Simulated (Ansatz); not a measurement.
# H6C2SO2: which shell does photoemission see at 60 and 1486.7 eV? (PBE)

The valence band of H6C2SO2 mixes several shells. Work out by hand which one leads the spectrum's area at each photon energy.

Filled states come from the projected DOS of Ansatz 0.2.0 (PBE, plane waves); cross sections σ and asymmetry parameters β are those of free atoms in a Dirac–Hartree–Slater calculation. A shell's area is states × σ × angular factor, which is 1 − β·P₂(cos θ)/2 for unpolarised light, with θ = 90° from the beam and P₂ = -0.500.

**At 60 eV** (states counted from 22.8 eV below the zero; other shells add 2.5 to the products' sum of 40.6):

| shell | filled states a cell | cross section (Mb an electron) | β | angular factor | product | share by hand (%) | share in the simulated spectrum (%) |
| --- | --- | --- | --- | --- | --- | --- | --- |
| C 2s | 4.43 | 0.379 | 2.00 | 1.50 | 2.52 | 6 | 6 |
| C 2p | 14.19 | 0.327 | 1.51 | 1.38 | 6.4 | 16 | 16 |
| O 2s | 7.14 | 0.406 | 2.00 | 1.50 | 4.35 | 11 | 10 |
| O 2p | 19.98 | 0.89 | 1.45 | 1.36 | 24.2 | 60 | 60 |
| S 3s | 2.18 | 0.194 | 2.00 | 1.50 | 0.636 | 2 | 2 |

**At 1486.7 eV** (states counted from 22.8 eV below the zero; other shells add 0.0018 to the products' sum of 0.0188):

| shell | filled states a cell | cross section (Mb an electron) | β | angular factor | product | share by hand (%) | share in the simulated spectrum (%) |
| --- | --- | --- | --- | --- | --- | --- | --- |
| C 2s | 4.43 | 0.000314 | 2.00 | 1.50 | 0.00209 | 11 | 11 |
| C 2p | 14.19 | 9.78e-06 | 0.34 | 1.08 | 0.00015 | 1 | 1 |
| O 2s | 7.14 | 0.000939 | 2.00 | 1.50 | 0.0101 | 54 | 53 |
| O 2p | 19.98 | 6.28e-05 | 0.51 | 1.13 | 0.00141 | 8 | 8 |
| S 3s | 2.18 | 0.000984 | 2.00 | 1.50 | 0.00322 | 17 | 17 |

O 2p leads at 60 eV and O 2s at 1486.7 eV. Between the two energies σ of O 2p changes by a factor 7.1e-5 and that of O 2s by 0.0023, so their ratio moves 33-fold in favour of the second. The simulated spectrum uses the same rule on the energy-resolved DOS, so the two share columns agree within a few points.

Only crystals where the two columns agree within 4 points and the lead is clear are worked in this form. Free-atom cross sections ignore the solid's final states, no escape depth or background enters, and the count of states a shell hangs on the projection.
